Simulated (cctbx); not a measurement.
# Accept or mend?

Cell a = 14.2310 Å, b = 12.3860 Å, c = 8.2050 Å, α = 90.00°, β = 90.00°, γ = 90.00°; space group Pnma (no. 62).

Simulated single-crystal data (cctbx): Mo Kα, λ = 0.71073 Å, to d = 0.6 Å, 95 % of the full sphere, strongest reflection 40000 counts, noise from counting, a 2 % proportional error and a noise floor of 8 counts (s.d.); no absorption.

An anisotropic refinement with weights 1/σ² prints:

```text
Rint 0.018, 105 unique reflections to 2.00 A
cycle     R1     wR2    GooF  max shift (A)
   1  0.0060  0.0134   1.133   0.00544
   2  0.0054  0.0117   0.991   0.00000
final R1 0.0054 wR2 0.0117 GooF 0.991  parameters 21  data/parameter 5.0
atom        x        y        z      Ueq    occ   su(xyz)  su(Uiso or U11)
Tl1    0.74956  0.25000  0.66958   0.0135  1.000  0.00006  0.0010
I1     0.16273  0.92991  0.41777   0.0152  1.000  0.00008  0.0010
Cl1    0.58289  0.25000  0.83184   0.0224  1.000  0.00034  0.0039
difference map: max 0.06 min -0.07 rms 0.02
Q1    0.1010  0.6830  0.2582    8    0.07  2.11 A from I1
Q2    0.0000  0.0000  0.0000    4    0.05  -1.00 A from Cl1
Q3    0.0456  0.6670  0.4610    8    0.05  2.08 A from I1
Q4    0.0627  0.1578  0.8054    8    0.04  1.63 A from Cl1
Q5    0.0297  0.0203  0.4155    8    0.04  2.20 A from I1
Q6    0.0000  0.0000  0.5000    4    0.04  2.56 A from I1
```

Q: Accept it or mend it, and why?

Mend it. The fault: data cut at low resolution. Against the right model at the same level, R1 goes from 0.0093 to 0.0054 and GooF from 0.94 to 0.99. The atoms are right, but there are too few data for the parameters: R1 flatters and the s.u.s grow. Data per parameter fall from 173.3 to 5.

The compound is TlI2Cl. The right model at the same level gives:

```text
Rint 0.026, 3640 unique reflections to 0.60 A
cycle     R1     wR2    GooF  max shift (A)
   1  0.0280  0.0687   3.471   0.00124
   2  0.0093  0.0185   0.937   0.00000
final R1 0.0093 wR2 0.0185 GooF 0.937  parameters 21  data/parameter 173.3
atom        x        y        z      Ueq    occ   su(xyz)  su(Uiso or U11)
Tl1    0.74960  0.25000  0.66950   0.0133  1.000  0.00001  0.0000
I1     0.16270  0.92989  0.41779   0.0148  1.000  0.00001  0.0000
Cl1    0.58261  0.25000  0.83205   0.0223  1.000  0.00005  0.0002
difference map: max 0.52 min -0.58 rms 0.12
Q1    0.2196  0.2500  0.1483    4    0.54  2.64 A from Tl1
Q2    0.9998  0.1231  0.4511    8    0.52  2.63 A from I1
Q3    0.2297  0.2500  0.6162    4    0.52  1.78 A from Tl1
Q4    0.0026  0.1165  0.1088    8    0.51  -1.00 A from Cl1
Q5    0.0649  0.2500  0.4894    4    0.50  1.49 A from Cl1
Q6    0.1951  0.5083  0.2410    8    0.50  1.70 A from I1
```

Isotropic U is held between 0.0001 and 1 Å² by the program, and listed peak heights are interpolated, so they can pass the grid's maximum.

The model is made up (kin elements in a known structure type, no relaxation), so it says nothing on whether the phase exists.

[Middle refinement cycles are left out of these outputs.]

[Logs are printed without paths, hosts, clocks, repeated set-up lines and the standing remarks that a program may print on its own settings, such as how far it seeks lower states.]
